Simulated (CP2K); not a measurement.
The B K edge of tetrafluoroborate was computed by TDDFT (CP2K XAS_TDP, aug-cc-pVTZ, TDA) at these levels: PBE0, PBEh(45%) and PBEh(45%) + GW2X. The first three lines of B2 (bonded to 4 F) with a strength over 0.0015, energy in eV and strength:

| run | first | second | third |
| --- | --- | --- | --- |
| 1 | 187.92 (0.006) | 189.43 (0.003) | 189.45 (0.003) |
| 2 | 193.53 (0.018) | 194.85 (0.016) | 194.88 (0.011) |
| 3 | 200.89 (0.017) | 202.21 (0.015) | 202.23 (0.010) |

Question: Which run is which?

Run 1: PBE0 (25 % exact exchange). Run 2: PBEh(45%) (45 % exact exchange). Run 3: PBEh(45%) + GW2X (45 % exact exchange). Self-interaction lifts the core level, so the uncorrected lines rise with the share of exact exchange. The GW2X run keeps the spacings of its parent: 1.32 eV between the first two lines in run 3, 1.32 eV in run 2. Its shift is +7.36 eV, since the Kohn–Sham level at this share of exchange lies that far above the quasiparticle level.

[Hosts, paths, dates, database ids (printed as entryN), source tags and the programs' standing remarks are cut or masked in the printed files.]
